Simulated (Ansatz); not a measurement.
## What LaGaO3 (Pm-3m) distorts into

Wanted: the energy along a soft mode of LaGaO3 (Pm-3m) and the structure at the end.

Main program and level: Ansatz 0.2.0; DFT PBEsol, scalar-relativistic, plane waves, PAW; PAW set soft_1.

The raw output is cut from this account; settings, times and results stay.

### Step 1. The structure

Symmetry: Pm-3m, No. 221, cubic system. Conventional cell: a = 3.865 Å, b = 3.865 Å, c = 3.865 Å, α = 90.00°, β = 90.00°, γ = 90.00°. Nearest to La lie 12 O at 2.73 Å. Ga has 6 O at 1.93 Å nearest. O has 2 Ga at 1.93 Å and 4 La at 2.73 Å nearest. Farther neighbours, and contacts between anions beyond the nearest, are not listed.

### Step 2. The dispersion

Stability and thermal properties need the whole zone. Linear response on a 4×4×4 q mesh gives force constants as far as a supercell of that size would, and the tensors from the zone-centre run are typed in so that the long-range dipole term is interpolated apart.

input.yaml reads:

```yaml
crystal:
  lattice:
    - [3.8649841263, 0.0, 0.0]
    - [0.0, 3.8649841263, 0.0]
    - [0.0, 0.0, 3.8649841263]
  atoms:
    - { symbol: La, position: [0.5, 0.5, 0.5] }
    - { symbol: Ga, position: [0.0, 0.0, 0.0] }
    - { symbol: O, position: [0.0, 0.5, 0.0] }
    - { symbol: O, position: [0.0, 0.0, 0.5] }
    - { symbol: O, position: [0.5, 0.0, 0.0] }
kpoints:
  mp_grid: { grid: [8, 8, 8] }
hamiltonian:
  xc: pbesol
  pseudopotentials: { kind: paw, azcp: { folder: soft_1 }, xc_functional: pbe }
scf:
  occupations: { method: fixed }
output:
  eigenvalues: true
phonons:
  method: dfpt
  qmesh: [4, 4, 4]
  temperatures: { t_max: 1000, t_step: 50 }
  qpath:
    path:
      - [[0.0, 0.0, 0.0], [0.0, 0.5, 0.0], [0.5, 0.5, 0.0], [0.0, 0.0, 0.0], [0.5, 0.5, 0.5], [0.0, 0.5, 0.0]]
      - [[0.5, 0.5, 0.5], [0.5, 0.5, 0.0]]
    npoints: 10
  non_analytic_term:
    high_frequency_dielectric_tensor: [[5.2665, 0.0, 0.0], [0.0, 5.2665, 0.0], [0.0, 0.0, 5.2665]]
    born_effective_charges:
      - { species: La, tensor: [[4.4818, 0.0, 0.0], [0.0, 4.4818, 0.0], [0.0, 0.0, 4.4818]] }
      - { species: Ga, tensor: [[3.224, 0.0, 0.0], [0.0, 3.224, 0.0], [0.0, 0.0, 3.224]] }
      - { species: O, tensor: [[-2.4474, 0.0, 0.0], [0.0, -2.8111, 0.0], [0.0, 0.0, -2.4474]] }
      - { species: O, tensor: [[-2.4474, 0.0, 0.0], [0.0, -2.4474, 0.0], [0.0, 0.0, -2.8111]] }
      - { species: O, tensor: [[-2.8111, 0.0, 0.0], [0.0, -2.4474, 0.0], [0.0, 0.0, -2.4474]] }
    source: "zone-centre run at this cell"
```

On the command line:

```bash
$ ansatz run input.yaml --threads 4 --pin off --max-ram 10240MiB --backend cpu --events-out ev --progress --plain --runs-dir out
```

The job ended after 13 min (4 threads of Arm Neoverse V1, shared host; peak memory 2.3 GiB).

Read from the output:

```
gap on the k-mesh                                       : 3.347 eV
volume per atom                                         : 11.55 Å³
sum-rule residual before enforcement                    : 3.76e-5 eV/Å²
lowest frequency on the path                            : -213.0 cm⁻¹
point group                                             : m-3m
highest frequency on path, mesh or solved points        : 789.6 cm⁻¹
highest optical mode at the zone centre (no LO-TO term) : 653.7 cm⁻¹
lowest optical zone-centre mode                         : 66.92 cm⁻¹
lowest mode on the q mesh (acoustic modes at Γ apart)   : -213.0 cm⁻¹
```

Frequencies (cm⁻¹) solved at each irreducible wavevector; negative means imaginary. Frequencies by wavevector, by row:

| q in reciprocal lattice units | star | mode 1 | mode 2 | mode 3 | mode 4 | mode 13 | mode 14 | mode 15 |
| --- | --- | --- | --- | --- | --- | --- | --- | --- |
| 0 0 0 | 1 | 0 | 0 | 0 | 66.9 | 653.7 | 653.7 | 653.7 |
| 0 0 0.25 | 6 | 49.5 | 49.5 | 111 | 111 | 653.5 | 653.5 | 703.4 |
| 0 0 -0.5 | 3 | 57.3 | 57.3 | 142 | 142 | 653.4 | 653.4 | 690.8 |
| 0 0.25 0.25 | 12 | 45.6 | 56.1 | 71.6 | 121.2 | 590.4 | 653.2 | 736.1 |
| 0 0.25 -0.5 | 12 | -54.5 | 59.3 | 78.3 | 120.6 | 558.2 | 652.9 | 739.6 |
| 0 -0.5 -0.5 | 3 | -175 | 59.6 | 73.2 | 73.2 | 491.1 | 652.4 | 752.2 |
| 0.25 0.25 0.25 | 8 | -53.9 | 60.4 | 60.4 | 86.5 | 588.4 | 588.4 | 762.1 |
| 0.25 0.25 -0.5 | 12 | -113.7 | 22.6 | 68 | 79.1 | 541.4 | 586.3 | 768.9 |
| 0.25 -0.5 -0.5 | 6 | -194.5 | -89.6 | -89.6 | 81.5 | 488.5 | 566.3 | 779.3 |
| -0.5 -0.5 -0.5 | 1 | -213 | -213 | -213 | 94.4 | 485.8 | 485.8 | 789.6 |

Interpolated from a 4×4×4 q mesh, with the LO-TO term (at Γ the limit along the path). The phonon branches at the labelled points (cm⁻¹):

| point | branch 1 | branch 2 | branch 3 | branch 4 | branch 12 | branch 13 | branch 14 | branch 15 |
| --- | --- | --- | --- | --- | --- | --- | --- | --- |
| Γ | 0 | 0 | 0 | 67 | 451 | 654 | 654 | 713 |
| halfway | 50 | 50 | 111 | 111 | 452 | 654 | 654 | 703 |
| X | 57 | 57 | 142 | 142 | 456 | 653 | 653 | 691 |
| halfway | -54 | 59 | 78 | 121 | 446 | 558 | 653 | 740 |
| M | -175 | 60 | 73 | 73 | 438 | 491 | 652 | 752 |
| halfway | 46 | 56 | 72 | 121 | 449 | 590 | 653 | 736 |
| Γ | 0 | 0 | 0 | 67 | 451 | 654 | 654 | 713 |
| halfway | -54 | 60 | 60 | 86 | 438 | 588 | 588 | 762 |
| R | -213 | -213 | -213 | 94 | 374 | 486 | 486 | 790 |
| halfway | -114 | 23 | 68 | 79 | 427 | 541 | 586 | 769 |
| X | 57 | 57 | 142 | 142 | 456 | 653 | 653 | 691 |
| jump to R | -213 | -213 | -213 | 94 | 374 | 486 | 486 | 790 |
| halfway | -194 | -90 | -90 | 82 | 409 | 488 | 566 | 779 |
| M | -175 | 60 | 73 | 73 | 438 | 491 | 652 | 752 |

Symmetry leaves 10 wavevectors to solve. The lowest mode among them, the acoustic zeros apart, lies at q = (-0.5, -0.5, -0.5) and is imaginary, 213.0i cm⁻¹, so the energy falls along it.

### Step 3. The mode frozen in, largest atomic shift 0 Å

The mode followed lies at q = (-0.5, -0.5, -0.5) with frequency 213.0i cm⁻¹ and is 3-fold degenerate, the softest among the wavevectors solved. At small amplitude the pattern taken leaves space group no. 140 by a symmetry search on the positions. The undistorted cell that holds it gives the zero of energy on the same k mesh.

System of this step: LaGaO3. The structure is cubic, space group Pm-3m (No. 221). Conventional cell: a = 3.865 Å, b = 3.865 Å, c = 3.865 Å, α = 90.00°, β = 90.00°, γ = 90.00°. Nearest to La lie 12 O at 2.73 Å. Nearest to Ga lie 6 O at 1.93 Å. Nearest to O lie 2 Ga at 1.93 Å and 4 La at 2.73 Å. Farther neighbours, and contacts between anions beyond the nearest, are not listed.

input.yaml reads:

```yaml
crystal:
  lattice:
    - [3.8649841263, 3.8649841263, 0.0]
    - [3.8649841263, 0.0, 3.8649841263]
    - [3.8649841263, 0.0, -3.8649841263]
  atoms:
    - { symbol: La, position: [0.5, 0.25, 0.75] }
    - { symbol: La, position: [0.5, 0.75, 0.25] }
    - { symbol: Ga, position: [0.0, 0.0, 0.0] }
    - { symbol: Ga, position: [0.0, 0.5, 0.5] }
    - { symbol: O, position: [0.5, 0.75, 0.75] }
    - { symbol: O, position: [0.5, 0.25, 0.25] }
    - { symbol: O, position: [0.0, 0.25, 0.75] }
    - { symbol: O, position: [0.0, 0.75, 0.25] }
    - { symbol: O, position: [0.0, 0.25, 0.25] }
    - { symbol: O, position: [0.0, 0.75, 0.75] }
kpoints:
  mp_grid: { grid: [6, 6, 6] }
hamiltonian:
  xc: pbesol
  pseudopotentials: { kind: paw, azcp: { folder: soft_1 }, xc_functional: pbe }
scf:
  occupations: { method: gaussian, width: 0.02 }
output:
  forces: true
  stress: true
  eigenvalues: true
```

It took 2.4 s on 4 threads; peak memory 0.53 GiB.

Read from the output:

```
pressure                         : -0.001541 GPa
energy from the undistorted cell : 0 meV/atom
```

At this level the gap is 3.35 eV on the k-mesh of the self-consistent run, which can miss the band edges.

### Step 4. The mode frozen in, largest atomic shift 0.45 Å

The atoms are moved along the unstable eigenvector, the largest shift by 0.45 Å, with the cell fixed.

input.yaml, the sections that differ from step 3:

```yaml
crystal:
  lattice:
    - [3.8649841263, 3.8649841263, 0.0]
    - [3.8649841263, 0.0, 3.8649841263]
    - [3.8649841263, 0.0, -3.8649841263]
  atoms:
    - { symbol: La, position: [0.5, 0.25, 0.75] }
    - { symbol: La, position: [0.5, 0.75, 0.25] }
    - { symbol: Ga, position: [0.0, 0.0, 0.0] }
    - { symbol: Ga, position: [0.0, 0.5, 0.5] }
    - { symbol: O, position: [0.5, 0.8082149868, 0.6917850132] }
    - { symbol: O, position: [0.5, 0.1917850132, 0.3082149868] }
    - { symbol: O, position: [-0.1164299737, 0.3082149868, 0.8082149868] }
    - { symbol: O, position: [0.1164299737, 0.6917850132, 0.1917850132] }
    - { symbol: O, position: [0.0, 0.25, 0.25] }
    - { symbol: O, position: [0.0, 0.75, 0.75] }
# kpoints, hamiltonian, scf, output: as in step 3
```

It took 4.7 s on 4 threads; peak memory 0.57 GiB.

This step gave:

* pressure: 2.212 GPa
* gap on the k-mesh: 3.518 eV
* energy from the undistorted cell: -39.72 meV/atom

The energy, extrapolated to zero smearing, is -39.72 meV/atom against the undistorted cell.

The run ends at a pressure of 2.21 GPa, with forces up to 0.20 eV/Å.

### Step 5. Energy along the mode, all amplitudes (two of the runs are shown above)

An imaginary frequency means negative curvature, so the energy should fall and then rise again as anharmonic terms take over.

Numbers from this step:

| Property | Result |
| --- | --- |
| depth at the lowest point sampled | 39.72 meV/atom |
| largest atomic shift at that point | 0.45 Å |

Table of energy from the parent by largest atomic shift:

| largest atomic shift (Å) | energy from the parent (meV/atom) |
| --- | --- |
| 0.000 | 0 |
| 0.040 | -0.849 |
| 0.080 | -3.33 |
| 0.140 | -9.68 |
| 0.220 | -21.3 |
| 0.320 | -35.5 |
| 0.450 | -39.7 |
| 0.600 | 4.38 |

Displacement at unit largest shift by atom:

| atom | x (Å) | y (Å) | z (Å) | size |
| --- | --- | --- | --- | --- |
| La1 | 0.00 | 0.00 | 0.00 | 0.00 |
| La2 | 0.00 | 0.00 | 0.00 | 0.00 |
| Ga3 | 0.00 | 0.00 | 0.00 | 0.00 |
| Ga4 | 0.00 | 0.00 | 0.00 | 0.00 |
| O5 | 0.00 | 0.00 | 1.00 | 1.00 |
| O6 | 0.00 | 0.00 | -1.00 | 1.00 |
| O7 | 0.00 | -1.00 | 0.00 | 1.00 |
| O8 | 0.00 | 1.00 | 0.00 | 1.00 |
| O9 | 0.00 | 0.00 | 0.00 | 0.00 |
| O10 | 0.00 | 0.00 | 0.00 | 0.00 |

The lowest step is at 0.45 Å, 39.7 meV/atom below the parent, and the energy rises beyond it.

### Step 6. Relaxing from the distorted cell

Starting from the lowest point found, all atoms and the cell are let go, so that strain and other modes of the same symmetry can join in.

Changes to input.yaml since step 4:

```diff
@@ -22,3 +22,3 @@
 scf:
-  occupations: { method: gaussian, width: 0.02 }
+  occupations: { method: fixed }
 output:
@@ -27 +27,6 @@
   eigenvalues: true
+relax:
+  adjacent_minimum: "off"
+  f_tol: 0.002
+  max_steps: 120
+  cell: { stress_tol: 0.03 }
```

Wall time 29 s (4 threads); peak memory 0.6 GiB.

The steps of the relaxation:

| step | energy less that of the first step (eV) | largest force component (eV/Å) | pressure (GPa) | volume (Å³) |
| --- | --- | --- | --- | --- |
| 1 | 0.0000 | 0.2033 | 2.21 | 115.47 |
| 2 | -0.0194 | 0.0293 | -0.74 | 116.96 |
| 3 | -0.0270 | 0.0165 | -0.35 | 116.63 |
| 4 | -0.0309 | 0.0009 | 0.05 | 116.29 |
| 5 | -0.0308 | 0.0004 | 0.00 | 116.32 |
| 6* | -0.0335 | 0.0005 | 0.04 | 116.32 |
| 7 | -0.0335 | 0.0000 | 0.00 | 116.34 |
| 8* | -0.0335 | 0.0000 | 0.00 | 116.34 |

Relaxation steps marked * repeat the geometry before them on a plane-wave basis chosen anew for their cell, so energy and pressure can jump there.

Forces are held to the 16 operations that the program found; a distortion that breaks them can't arise in this run.

| conventional cell, symmetrised | before | after | change |
| --- | --- | --- | --- |
| a (Å) | 5.466 | 5.450 | -0.3 % |
| b (Å) | 5.466 | 5.450 | -0.3 % |
| c (Å) | 7.730 | 7.834 | +1.3 % |
| volume (Å³/atom) | 11.55 | 11.63 | +0.7 % |

The atoms that moved most (Å, as changes of fractional coordinates times the final cell):

| atom | dx | dy | dz | length |
| --- | --- | --- | --- | --- |
| O6 | 0.000 | 0.000 | 0.030 | 0.030 |
| O5 | 0.000 | 0.000 | -0.030 | 0.030 |
| O8 | 0.000 | -0.030 | 0.000 | 0.030 |
| O7 | 0.000 | 0.030 | 0.000 | 0.030 |

The relaxed structure:

```cif
data_structure
_symmetry_space_group_name_H-M 'P 1'
_symmetry_Int_Tables_number 1
_cell_length_a 5.4949
_cell_length_b 5.4949
_cell_length_c 5.4949
_cell_angle_alpha 89.062
_cell_angle_beta 59.457
_cell_angle_gamma 59.457
_cell_volume 116.34
loop_
_atom_site_label
_atom_site_type_symbol
_atom_site_fract_x
_atom_site_fract_y
_atom_site_fract_z
_atom_site_occupancy
La1 La 0.50000 0.25000 0.75000 1
La2 La 0.50000 0.75000 0.25000 1
Ga3 Ga 0.00000 0.00000 0.00000 1
Ga4 Ga 0.00000 0.50000 0.50000 1
O5 O 0.50000 0.80437 0.69563 1
O6 O 0.50000 0.19563 0.30437 1
O7 O 0.89125 0.30437 0.80437 1
O8 O 0.10875 0.69563 0.19563 1
O9 O 0.00000 0.25000 0.25000 1
O10 O 0.00000 0.75000 0.75000 1
```

This step gave:

* pressure: 0.003268 GPa
* gap on the k-mesh: 3.454 eV
* volume per atom: 11.63 Å³

The distorted start has space group I4/mcm; the relaxation ends in I4/mcm.

### Step 7. The new phase in its own primitive cell

The relaxed structure is symmetrised, reduced to its primitive cell and relaxed tightly, as its phonons need.

input.yaml, the sections that differ from step 6:

```yaml
crystal:
  lattice:
    - [-2.7248630956, 2.7248630956, 3.9171286762]
    - [2.7248630956, -2.7248630956, 3.9171286762]
    - [2.7248630956, 2.7248630956, -3.9171286762]
  atoms:
    - { symbol: La, position: [0.75, 0.25, 0.5] }
    - { symbol: La, position: [0.25, 0.75, 0.5] }
    - { symbol: Ga, position: [0.0, 0.0, 0.0] }
    - { symbol: Ga, position: [0.5, 0.5, 0.0] }
    - { symbol: O, position: [0.6956265798, 0.8043734202, 0.5] }
    - { symbol: O, position: [0.3043734202, 0.1956265798, 0.5] }
    - { symbol: O, position: [0.8043734202, 0.3043734202, 0.1087468404] }
    - { symbol: O, position: [0.1956265798, 0.6956265798, 0.8912531596] }
    - { symbol: O, position: [0.25, 0.25, 0.0] }
    - { symbol: O, position: [0.75, 0.75, 0.0] }
relax:
  adjacent_minimum: "off"
  f_tol: 0.001
  max_steps: 60
  cell: { stress_tol: 0.01 }
# kpoints, hamiltonian, scf, output: as in step 6
```

The job ended after 8.9 s (4 threads; peak memory 0.59 GiB).

Little changed from the start: no atom moved by 0.005 Å and no cell edge by 0.1 %.

Read from the output:

```yaml
pressure: 0.003269 GPa
direct_gap_on_mesh: 3.668 eV
```

The largest force component left is 0.019 meV/Å and the pressure is 0.003 GPa, within the tolerances set. The cell now holds 11.63 Å³/atom.

### Step 8. Modes of the new phase, k-mesh 6×6×6

A relaxed structure may still be a saddle point, so its zone-centre modes are computed. The response to a homogeneous field gives the Born charges and the dielectric tensor.

Changes to input.yaml since step 7:

```diff
@@ -24,9 +24,6 @@
 output:
-  forces: true
-  stress: true
   eigenvalues: true
-relax:
-  adjacent_minimum: "off"
-  f_tol: 0.001
-  max_steps: 60
-  cell: { stress_tol: 0.01 }
+phonons:
+  method: dfpt
+  dielectric: true
+  rigid_motions: translations
```

Elapsed: 6.9 min, on 4 threads; peak memory 3.2 GiB; 26 min of CPU time.

Read from the output:

| Quantity | Value |
| --- | --- |
| sum-rule residual before enforcement | 1.40e-4 eV/Å² |
| miss of the charge sum rule | 6.75e-6 e |
| point group | 4/mmm |
| highest optical mode at the zone centre (no LO-TO term) | 712.8 cm⁻¹ |
| lowest optical zone-centre mode | -98.51 cm⁻¹ |
| mean high-frequency dielectric constant | 5.139 |
| largest Born charge (third of the trace) | 4.362 e |
| top of the zone-centre spectrum with the field | 712.8 cm⁻¹ |

Without the LO-TO term. Patterns of degenerate modes are one choice out of their space. Modes at Γ, with each element's share of the kinetic energy (negative means imaginary):

| mode | frequency (cm⁻¹) | symmetry | La % | Ga % | O % |
| --- | --- | --- | --- | --- | --- |
| 1 | -98.5 | Eg | 9 | 0 | 91 |
| 2 | -98.5 | Eg | 9 | 0 | 91 |
| 3 | 0.0 | acoustic | 54 | 27 | 19 |
| 4 | 0.0 | acoustic | 54 | 27 | 19 |
| 5 | 0.0 | acoustic | 54 | 27 | 19 |
| 6 | 134.0 | Eu | 42 | 21 | 37 |
| 7 | 134.0 | Eu | 42 | 21 | 37 |
| 8 | 140.1 | Eg | 90 | 0 | 10 |
| 9 | 140.1 | Eg | 90 | 0 | 10 |
| 10 | 148.7 | B2g | 100 | 0 | 0 |
| 11 | 165.9 | A2u | 46 | 35 | 20 |
| 12 | 232.9 | Eu | 3 | 40 | 58 |
| 13 | 232.9 | Eu | 3 | 40 | 58 |
| 14 | 278.0 | A1g | 0 | 0 | 100 |
| 15 | 280.2 | Eu | 1 | 59 | 40 |
| 16 | 280.2 | Eu | 1 | 59 | 40 |
| 17 | 282.4 | A2u | 0 | 34 | 66 |
| 18 | 295.4 | Eu | 0 | 49 | 51 |
| 19 | 295.4 | Eu | 0 | 49 | 51 |
| 20 | 297.8 | A1u | 0 | 100 | 0 |
| 21 | 329.2 | B1u | 0 | 0 | 100 |
| 22 | 390.6 | Eg | 1 | 0 | 99 |
| 23 | 390.6 | Eg | 1 | 0 | 99 |
| 24 | 416.1 | B1g | 0 | 0 | 100 |
| 25 | 418.7 | A2g | 0 | 0 | 100 |
| 26 | 424.4 | B2g | 0 | 0 | 100 |
| 27 | 577.1 | Eu | 0 | 4 | 96 |
| 28 | 577.1 | Eu | 0 | 4 | 96 |
| 29 | 607.8 | A2u | 0 | 5 | 95 |
| 30 | 712.8 | A2g | 0 | 0 | 100 |

Displacements in mode 1 (-98.5 cm⁻¹), the largest set to 1:
```
La1 -0.14 -0.01  0.00
La2  0.14  0.01  0.00
Ga3  0.00  0.00  0.00
Ga4  0.00  0.00  0.00
O5   0.00  0.00 -0.53
O6   0.00  0.00  0.53
O7   0.00  0.00  0.60
O8   0.00  0.00 -0.60
O9  -1.00  0.06  0.00
O10  1.00 -0.06  0.00
```

Displacements in mode 18 (295.4 cm⁻¹), the largest set to 1:
```
La1  0.01  0.00  0.00
La2  0.01  0.00  0.00
Ga3 -0.39  0.66  0.00
Ga4 -0.50 -0.58  0.00
O5   1.00 -0.73  0.00
O6   1.00 -0.73  0.00
O7   0.88  0.56  0.00
O8   0.88  0.56  0.00
O9  -0.01  0.00  0.00
O10 -0.01  0.00  0.00
```

Optical modes at the zone centre, without and with the macroscopic field of the longitudinal modes; each column is sorted by frequency, so a row need not hold one and the same mode. Modes with and without the field, by row:

| rank among optical modes | no field (cm⁻¹) | q along (1, 0, 0) (cm⁻¹) | q along (0, 0, 1) (cm⁻¹) |
| --- | --- | --- | --- |
| 1 | -98.5 | -98.5 | -98.5 |
| 2 | -98.5 | -98.5 | -98.5 |
| 3 | 134 | 134 | 134 |
| 4 | 134 | 140.1 | 134 |
| 5 | 140.1 | 140.1 | 140.1 |
| 6 | 140.1 | 148.7 | 140.1 |
| 7 | 148.7 | 165.9 | 148.7 |
| 8 | 165.9 | 177.1 | 192.1 |
| 9 | 232.9 | 232.9 | 232.9 |
| 10 | 232.9 | 258.4 | 232.9 |
| 11 | 278 | 278 | 278 |
| 12 | 280.2 | 280.2 | 280.2 |
| 13 | 280.2 | 282.4 | 280.2 |
| 14 | 282.4 | 283.4 | 295.4 |
| 15 | 295.4 | 295.4 | 295.4 |
| 16 | 295.4 | 297.8 | 297.8 |
| 17 | 297.8 | 329.2 | 329.2 |
| 18 | 329.2 | 390.6 | 390.6 |
| 19 | 390.6 | 390.6 | 390.6 |
| 20 | 390.6 | 416.1 | 416.1 |
| 21 | 416.1 | 418.7 | 418.7 |
| 22 | 418.7 | 424.4 | 424.4 |
| 23 | 424.4 | 473.1 | 511.5 |
| 24 | 577.1 | 577.1 | 577.1 |
| 25 | 577.1 | 607.8 | 577.1 |
| 26 | 607.8 | 639.6 | 672.8 |
| 27 | 712.8 | 712.8 | 712.8 |

Born charge (rows field, columns displacement) (e), principal values of the symmetric part by kind of site:

| atom | atoms with these values | low | middle | high | mean |
| --- | --- | --- | --- | --- | --- |
| La1 | 2 | 4.09 | 4.09 | 4.91 | 4.36 |
| Ga3 | 2 | 3.31 | 3.32 | 3.32 | 3.32 |
| O5 | 4 | -2.72 | -2.67 | -2.29 | -2.56 |
| O9 | 2 | -2.87 | -2.40 | -2.40 | -2.56 |

In full for O5:

```
-2.51 -0.21  0.00
-0.21 -2.51  0.00
 0.00  0.00 -2.67
```

High-frequency dielectric tensor:

```
5.03 0.00 0.00
0.00 5.03 0.00
0.00 0.00 5.36
```

Transverse modes; imaginary modes are left out. Infrared lines, with heights relative to the strongest:

| position (cm⁻¹) | label | relative intensity |
| --- | --- | --- |
| 134 | Eu | 67 |
| 140 | Eg | 0.0 |
| 149 | B2g | 0.0 |
| 166 | A2u | 27 |
| 233 | Eu | 54 |
| 278 | A1g | 0.0 |
| 280 | Eu | 14 |
| 282 | A2u | 100 |
| 295 | Eu | 70 |
| 298 | A1u | 0.0 |
| 329 | B1u | 0.0 |
| 391 | Eg | 0.0 |
| 416 | B1g | 0.0 |
| 419 | A2g | 0.0 |
| 424 | B2g | 0.0 |
| 577 | Eu | 30 |
| 608 | A2u | 16 |
| 713 | A2g | 0.0 |

Before it was imposed, the acoustic sum rule was missed by 1.4e-4 eV/Å² and the charge sum rule by 6.8e-6 e. Small misses are needed for a sound result but don't prove that mesh and cutoff are converged. The lowest optical mode is imaginary, 98.5i cm⁻¹, so the energy falls along it.

### Step 9. What came out

| Item | Value |
| --- | --- |
| unstable mode of the parent | q = (-0.5, -0.5, -0.5), 213i cm⁻¹ |
| depth at the lowest point sampled | 39.7 meV/atom |
| largest atomic shift at that point | 0.45 Å |
| space group reached | I4/mcm |
| energy gained over the parent (first relaxation, on the mesh of the frozen mode) | 43.1 meV/atom |
| volume per atom, phase reached | 11.6 Å³ |
| gap on the k-mesh, phase reached | 3.45 eV |
| lowest optical zone-centre mode, phase reached | -98.5 cm⁻¹ |
| highest optical mode at the zone centre (no LO-TO term), phase reached | 713 cm⁻¹ |

**Reading.** Along this mode the structure falls into I4/mcm, 43.1 meV/atom below the parent. At the parent's cell the well is 39.72 meV/atom deep on the steps tried, with its lowest point at a shift of 0.45 Å. Relaxing atoms and cell changes the gain by +3.35 meV/atom against the lowest step (energies at zero smearing). The new phase still has an imaginary mode at the zone centre of its cell, so it is a saddle point on the way to a lower structure. Of the 4 patterns followed from this parent, this one ends 6.02 meV/atom above the lowest, Imma. Each path keeps the symmetry of its pattern, so a lower phase may lie along a pattern not tried. Spin-orbit coupling is left out, which can matter for the heavy elements here. The PAW files were made for PBE and serve the other functionals too.

[Long decimals in the printed logs are rounded to 6 places.]

[Logs are printed without paths, hosts, clocks, repeated set-up lines and the standing remarks that a program may print on its own settings, such as how far it seeks lower states.]

[Hosts, paths, dates, database ids (printed as entryN), source tags and the programs' standing remarks are cut or masked in the printed files.]

[Where the starting crystal was built by hand or by swapping elements, it need not be the compound's stable phase.]
